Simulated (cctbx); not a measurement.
# Occupancies in LuRuS3

Cell a = 6.7150 Å, b = 8.9510 Å, c = 6.2630 Å, α = 90.00°, β = 90.00°, γ = 90.00°; space group Pnma (no. 62); nominal formula LuRuS3.

The data are simulated with cctbx, not measured: synchrotron X-rays, λ = 0.4959 Å, to d = 0.8 Å, 80 % of the full sphere, strongest reflection 40000 counts, noise from counting, a 2 % proportional error and a noise floor of 2 counts (s.d.); no absorption.

With every site full:

```text
Rint 0.020, 411 unique reflections to 0.80 A
cycle     R1     wR2    GooF  max shift (A)
   1  0.1322  0.3076  19.842   0.00459
   2  0.0220  0.0745   4.805   0.00002
final R1 0.0220 wR2 0.0745 GooF 4.805  parameters 27  data/parameter 15.2
atom        x        y        z      Ueq    occ   su(xyz)  su(Uiso or U11)
Lu1    0.57366  0.25000  0.52806   0.0046  1.000  0.00009  0.0003
Ru2    0.50000  0.50000  0.00000  -0.0015  1.000  0.00000  0.0005  NPD
S1     0.96928  0.25000  0.39632   0.0077  1.000  0.00052  0.0014
S2     0.19870  0.55784  0.18195   0.0092  1.000  0.00039  0.0010
difference map: max 3.72 min -1.09 rms 0.39
Q1    0.0000  0.0000  0.5000    4    3.76  0.00 A from Ru2
Q2    0.1813  0.5268  0.1405    8    0.62  0.40 A from S2
Q3    0.0589  0.6741  0.6049    8    0.60  0.70 A from S1
Q4    0.0522  0.7500  0.6477    4    0.57  0.31 A from S1
Q5    0.0120  0.2500  0.5204    4    0.55  0.83 A from S1
Q6    0.1163  0.7500  0.5110    4    0.55  0.82 A from S1
```

With the occupancies of the suspect sites free, each still typed as its main element:

```text
Rint 0.020, 411 unique reflections to 0.80 A
cycle     R1     wR2    GooF  max shift (A)
   1  0.0822  0.2142  13.855   0.00391
   5  0.0060  0.0146   0.942   0.00001
final R1 0.0060 wR2 0.0145 GooF 0.939  parameters 29  data/parameter 14.2
atom        x        y        z      Ueq    occ   su(xyz)  su(Uiso or U11)
Lu1    0.57358  0.25000  0.52800   0.0038  0.954  0.00002  0.0001
Ru2    0.50000  0.50000  0.00000   0.0037  1.075  0.00000  0.0001
S1     0.96888  0.25000  0.39587   0.0097  1.000  0.00010  0.0003
S2     0.19859  0.55776  0.18140   0.0113  1.000  0.00008  0.0002
su of occupancy Lu1: 0.002
su of occupancy Ru2: 0.003
difference map: max 0.33 min -0.34 rms 0.09
Q1    0.0183  0.2500  0.5096    4    0.34  0.79 A from S1
Q2    0.1180  0.1565  0.4066    8    0.32  1.31 A from S1
Q3    0.1810  0.2016  0.8809    8    0.31  1.02 A from Lu1
Q4    0.1942  0.5825  0.0007    8    0.31  1.15 A from S2
Q5    0.1983  0.2500  0.1002    4    0.27  1.16 A from Lu1
Q6    0.9959  0.2500  0.1237    4    0.26  1.08 A from Lu1
```

**Question.** What is the disorder?

X-rays count electrons. Lu1 refines to 0.954(0.002), or 67.7 electrons; the site truly holds 0.9 Lu and 0.1 Ru, 68.3 electrons, which is 0.962 of Lu; Ru2 refines to 1.075(0.003), or 47.3 electrons; the site truly holds 0.9 Ru and 0.1 Lu, 46.7 electrons, which is 1.061 of Ru. A value under 1 can't tell vacancies from a lighter guest, and one over 1 needs a heavier guest; chemistry or a second radiation must settle which. Occupancy correlates with U and the scale, and the two elements' form factors differ in shape, so the match is approximate.

Freeing them takes R1 from 0.0220 to 0.0060 and GooF from 4.80 to 0.94.

The model is made up (kin elements in a known structure type, no relaxation), so it says nothing on whether the phase exists.

[Middle refinement cycles are left out of these outputs.]

[Logs are printed without paths, hosts, clocks, repeated set-up lines and the standing remarks that a program may print on its own settings, such as how far it seeks lower states.]
